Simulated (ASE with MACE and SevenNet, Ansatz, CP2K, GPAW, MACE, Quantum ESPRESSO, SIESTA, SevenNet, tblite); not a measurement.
**Running random rock-salt alloy of CaS and PbS (64 atoms) with machine-learned potentials**

Wanted: machine-learned potentials inputs and outputs for random rock-salt alloy of CaS and PbS (64 atoms), checked against a plane-wave reference.

Main program and level: ASE with MACE and SevenNet; the method is named at each step.

**1. The structure**

The cell holds 64 atoms: 12 Pb, 32 S and 20 Ca. Cell: a = 11.565 Å, b = 11.565 Å, c = 11.565 Å, α = 90.0°, β = 90.0°, γ = 90.0°. It derives from CaS (rock-salt), repeated 2×2×2. Rock-salt CaS, 2 x 2 x 2 conventional cells, 12 of 32 Ca sites given to Pb at random (x = 0.375), lattice by Vegard's rule (a = 5.782 Å); not relaxed, displaced by a Gaussian of 0.02 Å. Then every atom was moved at random, 0.05 Å r.m.s. a Cartesian component.

The yardstick, on the same geometry:

| Item | Value |
| --- | --- |
| method | Kohn-Sham DFT, PBE, PAW, plane waves (Ansatz 0.2.0); cutoff 420 eV, Γ point, fermi-dirac smearing of 0.05 eV; PAW set soft_2 |
| r.m.s. force component | 0.4182 eV/Å |
| longest force | 1.355 eV/Å |
| pressure | 2.794 GPa |
| gap (highest filled to lowest empty level) | 1.828 eV |
| SCF cycles | 8 |
| time | 8.4 s on 8 threads of Arm Neoverse V2, shared host |
| CPU time | 62 s |

**2. MACE MPA-0 medium potential**

Method: machine-learned interatomic potential MACE MPA-0 medium, trained on PBE(+U) plane-wave data.

File run.py:

```python
import numpy as np
from ase.io import read
import mlip  # loads the published weights by name

atoms = read("structure.xyz")
atoms.calc = mlip.calc("mace-mpa-0-medium")
energy = atoms.get_potential_energy()
forces = atoms.get_forces()
print(f"energy {energy:.6f} eV")
print("forces (eV/A)")
for i, (a, f) in enumerate(zip(atoms, forces)):
    print(f"{i:4d} {a.symbol:2s} {f[0]:10.5f} {f[1]:10.5f} {f[2]:10.5f}")
stress = -atoms.get_stress(voigt=False) * 160.21766
print("stress (GPa, compression positive)")
for row in stress:
    print(" ".join(f"{x:10.4f}" for x in row))
```

File structure.xyz:

```xyz
64
Lattice="11.56460 0.00000 0.00000 0.00000 11.56460 0.00000 0.00000 0.00000 11.56460" Properties=species:S:1:pos:R:3 pbc="T T T"
Pb 11.51811 11.55419 11.49128
S 2.96539 11.55072 11.50805
Pb 11.53187 2.91555 2.95545
S 2.88999 2.89173 2.90850
Ca 2.81876 11.54806 2.89543
S 0.01596 0.01943 2.85542
Ca 2.91150 2.80858 0.01712
S 0.04822 2.79690 0.02556
Pb 0.11611 11.49822 5.83006
S 2.81274 0.00197 5.78947
Ca 11.50828 2.87369 8.64026
S 2.81482 2.95290 8.55734
Ca 2.91983 11.55315 8.62580
S 0.01688 11.52436 8.70097
Pb 2.87057 2.94932 5.84105
S 0.02729 2.93602 5.77906
Ca 0.08037 5.80635 0.02683
S 2.85125 5.78357 11.49359
Pb 11.53916 8.58371 2.89820
S 2.95348 8.73359 2.95695
Ca 2.89022 5.76935 2.82859
S 0.05759 5.80578 2.92029
Pb 2.97661 8.69831 11.53870
S 0.06418 8.70225 11.52274
Pb 11.51002 5.71846 5.75697
S 2.91208 5.72887 5.86441
Ca 0.02047 8.63957 8.78181
S 2.86143 8.66374 8.72121
Ca 2.93174 5.70308 8.60395
S 11.48642 5.69857 8.60707
Ca 2.83980 8.61412 5.81110
S 11.54159 8.65738 5.74125
Ca 5.77351 0.14745 11.55940
S 8.71867 11.55905 11.55061
Pb 5.68724 2.95822 2.94296
S 8.68513 2.89335 2.82292
Ca 8.63332 11.51117 2.99338
S 5.72806 11.49116 2.87380
Ca 8.65437 2.87103 0.03493
S 5.82671 2.91301 11.56125
Ca 5.78311 0.01110 5.78612
S 8.63425 0.00555 5.75755
Ca 5.80809 2.84223 8.66801
S 8.65969 2.89497 8.69924
Pb 8.66223 11.53488 8.66339
S 5.71268 0.06314 8.68455
Ca 8.74423 2.97650 5.76148
S 5.67914 2.89265 5.76345
Ca 5.80427 5.72714 0.03550
S 8.60418 5.77825 11.54425
Ca 5.78022 8.65957 2.91613
S 8.66212 8.63228 2.82419
Pb 8.72873 5.75628 2.95348
S 5.79479 5.83642 2.84813
Ca 8.62430 8.74411 0.00671
S 5.68828 8.61285 0.03654
[... 4 atom lines left out ...]
Pb 8.60788 5.72320 8.64419
S 5.73766 5.74876 8.66362
Pb 8.72295 8.78331 5.92223
S 5.80763 8.62152 5.89101
```

The run is started by

```
OMP_NUM_THREADS=1 python run.py > output.txt
```

Log:

```text
energy -311.506757 eV
forces (eV/A)
   0 Pb    0.49611   -0.02256    0.50544
   1 S     0.31612    0.77328    0.05076
   2 Pb    0.15272   -0.36398   -0.42957
   3 S    -0.01824    0.07615   -0.78727
   4 Ca    0.16965   -0.02320   -0.10754
   5 S    -0.23062   -0.06081    0.28963
   6 Ca   -0.20136    0.22514   -0.09386
   7 S    -0.14677    1.01069   -0.58465
   8 Pb   -0.50460    0.15960   -0.35877
   9 S     1.06659   -0.66580    0.01685
  10 Ca    0.21597    0.05373    0.22252
  11 S     0.19930   -0.50484    1.22036
  12 Ca   -0.20277   -0.00831    0.21216
  13 S     0.27163    0.00148   -0.39289
  14 Pb    0.10111   -0.15940   -0.34692
  15 S    -1.05150   -0.41343    0.69582
  16 Ca   -0.31322   -0.12570   -0.22096
  17 S     0.21141   -0.74840    0.26406
  18 Pb    0.20386    0.57437   -0.23268
  19 S     0.15809   -0.33948    0.48671
  20 Ca    0.12694    0.15695    0.20695
  21 S     0.46458   -0.17881   -0.92903
  22 Pb   -0.34398   -0.08807    0.22171
  23 S    -1.07448   -0.88588   -0.31310
[...]
56 Ca   -0.33290   -0.38731   -0.09995
  57 S    -1.24376   -0.60592   -0.04757
  58 Ca   -0.68111   -0.14548    0.41520
  59 S     0.53225    0.43887    0.98650
  60 Pb    0.16901    0.06037    0.37090
  61 S    -0.37281    0.02516    0.00482
  62 Pb   -0.20074   -0.27678   -0.79150
  63 S    -0.46505    0.33242   -0.32129
stress (GPa, compression positive)
    2.8788    -0.0282    -0.0275
   -0.0282     2.4671     0.0058
   -0.0275     0.0058     2.6268
```

Run time: 6.4 s. Hardware: 1 thread of Arm Neoverse V2, shared host; peak memory 0.76 GiB.

Banners, paths, timers and routine set-up lines are dropped from the logs unmarked, and long logs keep their key lines alone; longer cuts are marked.

Numbers from this run, and their distance from the reference:

| Property | Result |
| --- | --- |
| r.m.s. force component | 0.4387 eV/Å |
| r.m.s. difference of force components | 73.7 meV/Å |
| longest difference of force vectors | 269.2 meV/Å |
| force difference over r.m.s. force | 17.63 % |
| slope of forces against the reference's | 1.035 |
| correlation of force components | 0.9863 |
| pressure | 2.658 GPa |
| pressure difference | -0.1362 GPa |

Length of the force difference by element (eV/Å):

```tsv
element	atoms	mean	most
Ca	20	0.091	0.23
Pb	12	0.13	0.21
S	32	0.12	0.27
```

A closer look about Ca43, picked at random: 9 atoms, nearest first, numbered in the order of the input, with positions taken from that point.

```tsv
atom	x	y	z	distance (Å)	bonds	Fx	Fy	Fz (eV/Å)
Ca43	0.00	0.00	0.00	0.00	6	-0.22	0.35	-0.10
S46	-0.10	-2.78	0.02	2.78	6	-0.04	-0.26	-0.13
S44	2.85	0.05	0.03	2.85	6	-0.01	-0.46	-0.21
S40	0.02	0.07	2.89	2.89	6	-0.15	-0.04	-0.61
S62	-0.07	2.91	0.00	2.91	6	-0.37	0.03	0.00
S48	-0.13	0.05	-2.90	2.91	6	1.21	0.07	0.68
S12	-2.99	0.11	-0.11	3.00	6	0.20	-0.50	1.22
Ca33	-0.03	-2.69	2.89	3.95	6	-0.01	-0.59	0.17
Pb61	2.80	2.88	-0.02	4.02	6	0.17	0.06	0.37
```

Atoms are counted from 1 here, from 0 in the log.

Forces lie 18 % from the reference's, at 0.10 times its CPU time (on 1 against 8 cores).

**3. SevenNet l3i5 potential**

Method: machine-learned interatomic potential SevenNet l3i5, trained on PBE(+U) plane-wave data.

Edit run.py of step 2 so:

```diff
@@ -5,3 +5,3 @@
 atoms = read("structure.xyz")
-atoms.calc = mlip.calc("mace-mpa-0-medium")
+atoms.calc = mlip.calc("7net-l3i5")
 energy = atoms.get_potential_energy()
```

structure.xyz is that of step 2.

Log:

```text
energy -311.021912 eV
forces (eV/A)
   0 Pb    0.40799   -0.00238    0.45234
   1 S     0.28936    0.73391    0.04928
   2 Pb    0.11784   -0.31144   -0.41791
   3 S    -0.10739    0.04146   -0.80267
   4 Ca    0.24793   -0.01777   -0.09324
   5 S    -0.19273   -0.06053    0.28800
   6 Ca   -0.13976    0.26336   -0.13848
   7 S    -0.11901    0.97969   -0.57733
   8 Pb   -0.53061    0.13723   -0.28300
   9 S     1.00598   -0.70780    0.01900
  10 Ca    0.15779    0.04277    0.25506
  11 S     0.21300   -0.48884    1.26486
  12 Ca   -0.16511    0.01154    0.17759
  13 S     0.34295    0.02512   -0.36659
  14 Pb    0.09376   -0.18921   -0.36214
  15 S    -0.91967   -0.44732    0.63779
  16 Ca   -0.31756   -0.16608   -0.26510
  17 S     0.21501   -0.73801    0.22683
  18 Pb    0.17668    0.55090   -0.22629
  19 S     0.17629   -0.34028    0.44709
  20 Ca    0.16740    0.17633    0.15917
  21 S     0.47157   -0.20640   -0.91146
  22 Pb   -0.33932   -0.08870    0.23211
  23 S    -0.95736   -0.84388   -0.28776
[...]
56 Ca   -0.31674   -0.34980   -0.06783
  57 S    -1.20845   -0.59217    0.03917
  58 Ca   -0.66773   -0.12802    0.39148
  59 S     0.50996    0.34495    1.09068
  60 Pb    0.14453    0.04742    0.33418
  61 S    -0.37091    0.01009    0.01637
  62 Pb   -0.18584   -0.27889   -0.80122
  63 S    -0.61797    0.31460   -0.34418
stress (GPa, compression positive)
    3.1999    -0.0423    -0.0283
   -0.0423     2.7915    -0.0010
   -0.0283    -0.0010     2.9835
```

Run time: 7.4 s. Hardware: 1 thread; peak memory 0.93 GiB.

Compared with the plane-wave run:

| Item | Value |
| --- | --- |
| r.m.s. force component | 0.431 eV/Å |
| r.m.s. difference of force components | 73.55 meV/Å |
| longest difference of force vectors | 259.1 meV/Å |
| force difference over r.m.s. force | 17.59 % |
| slope of forces against the reference's | 1.016 |
| correlation of force components | 0.9855 |
| pressure | 2.992 GPa |
| pressure difference | 0.1978 GPa |

Against the first run (18 %), the force difference from the reference is 18 %, at 1.2 times the CPU time.

**4. MACE MP-0b2 small potential**

Method: machine-learned interatomic potential MACE MP-0b2 small, trained on PBE(+U) plane-wave data.

Edit run.py of step 3 so:

```diff
@@ -5,3 +5,3 @@
 atoms = read("structure.xyz")
-atoms.calc = mlip.calc("7net-l3i5")
+atoms.calc = mlip.calc("mace-mp-0b2-small")
 energy = atoms.get_potential_energy()
```

structure.xyz is that of step 3.

Log:

```text
energy -311.352126 eV
forces (eV/A)
   0 Pb    0.42938    0.00248    0.46951
   1 S     0.17064    0.57669    0.06725
   2 Pb    0.12595   -0.28953   -0.40353
   3 S    -0.04198    0.04551   -0.59323
   4 Ca    0.23242    0.01824   -0.09322
   5 S    -0.19659   -0.04879    0.17083
   6 Ca   -0.14195    0.17452   -0.06572
   7 S    -0.17262    0.83620   -0.51135
   8 Pb   -0.45128    0.08714   -0.26732
   9 S     0.95553   -0.47420    0.01569
  10 Ca    0.14278    0.00398    0.21889
  11 S     0.22649   -0.47440    1.11137
  12 Ca   -0.18303    0.04968    0.16895
  13 S     0.29672    0.03039   -0.26525
  14 Pb    0.01868   -0.24760   -0.45598
  15 S    -0.77523   -0.36939    0.62047
  16 Ca   -0.38517   -0.14394   -0.18388
  17 S     0.23662   -0.54440    0.20585
  18 Pb    0.16449    0.46487   -0.19668
  19 S     0.07184   -0.34597    0.25265
  20 Ca    0.14270    0.18206    0.17199
  21 S     0.40266   -0.17318   -0.77002
  22 Pb   -0.39850   -0.10468    0.25902
  23 S    -0.81197   -0.72428   -0.23108
[...]
56 Ca   -0.26480   -0.36499   -0.13393
  57 S    -1.17430   -0.50812    0.01912
  58 Ca   -0.66405   -0.13345    0.42760
  59 S     0.57402    0.43441    0.96435
  60 Pb    0.12947    0.04260    0.33364
  61 S    -0.22548   -0.01692    0.03476
  62 Pb   -0.22697   -0.28132   -0.84271
  63 S    -0.42192    0.35706   -0.34060
stress (GPa, compression positive)
    2.6038    -0.0300    -0.0438
   -0.0300     2.2768     0.0171
   -0.0438     0.0171     2.4942
```

It took 5.7 s on 1 thread; peak memory 0.67 GiB.

Numbers from this run, and their distance from the reference:

| Property | Result |
| --- | --- |
| r.m.s. force component | 0.386 eV/Å |
| r.m.s. difference of force components | 81.53 meV/Å |
| longest difference of force vectors | 272.7 meV/Å |
| force difference over r.m.s. force | 19.5 % |
| slope of forces against the reference's | 0.9071 |
| correlation of force components | 0.9826 |
| pressure | 2.458 GPa |
| pressure difference | -0.3355 GPa |

Against the first run (18 %), the force difference from the reference is 19 %, at 0.87 times the CPU time.

**5. All runs compared**

Differences are against the plane-wave reference, forces as r.m.s. over components; share is that over the reference's r.m.s. force, slope the least-squares factor from reference forces to these. Total energies of different programs have different zeros and aren't compared.

```tsv
run	Δ force, r.m.s. (meV/Å)	share (%)	slope	Δ pressure (GPa)	cores	CPU time	memory (GiB)
reference	-	-	-	-	8	62 s	1.8
MACE MPA-0 medium potential	73.7	17.6	1.035	-0.136	1	6.3 s	0.76
SevenNet l3i5 potential	73.6	17.6	1.016	0.198	1	7.4 s	0.93
MACE MP-0b2 small potential	81.5	19.5	0.907	-0.336	1	5.5 s	0.67
```

Times of the machine-learned potentials are mostly Python's start and the loading of weights.

CPU time is summed over cores on a shared host, where runs went side by side, so it is rough. Symmetry, cutoffs, thresholds, outputs and thread counts weren't matched or tuned between programs; memory under MPI is the largest rank's times the ranks.

A second geometry, displaced anew (every atom was moved at random, 0.04 Å r.m.s. a Cartesian component), gives an energy difference that all programs can be tested on. The reference puts it at -12.35 meV/atom.

```tsv
run	energy less the first geometry's (meV/atom)	error (meV/atom)	force share at the second geometry (%)
MACE MPA-0 medium potential	-11.88	0.472	20.4
SevenNet l3i5 potential	-11.92	0.429	20.5
MACE MP-0b2 small potential	-10.73	1.62	22.8
```

**6. Results**

- nearest in forces: a tie at 18 % of 2 runs: MACE MPA-0 medium potential; SevenNet l3i5 potential

**Reading.** Machine-learned potentials differ by 18 % (SevenNet l3i5 potential) to 19 % (MACE MP-0b2 small potential); they were trained on other programs' data. The energy difference between the two geometries, -12.3 meV/atom in the reference, is met best by SevenNet l3i5 potential (+0.429) and worst by MACE MP-0b2 small potential (+1.62). Machine-learned potentials mimic data converged in k, so the reference's own k-point error enters their differences. The host structure and its lattice constant were typed by rule, without a check against the phase diagram. The reference's pressure of 2.8 GPa belongs to a cell and atoms that aren't relaxed at this level. The electronic-structure runs sample only Γ, in a cell whose shortest periodic width is 12 Å. Spin–orbit coupling is left out, which matters for the levels of the heavy elements.

[Also dropped from logs without a mark: logging warnings of Python, and SIESTA's first energy breakdown and zero terms.]

[Logs are printed without paths, hosts, clocks, repeated set-up lines and the standing remarks that a program may print on its own settings, such as how far it seeks lower states.]

[Hosts, paths, dates, database ids (printed as entryN), source tags and the programs' standing remarks are cut or masked in the printed files.]
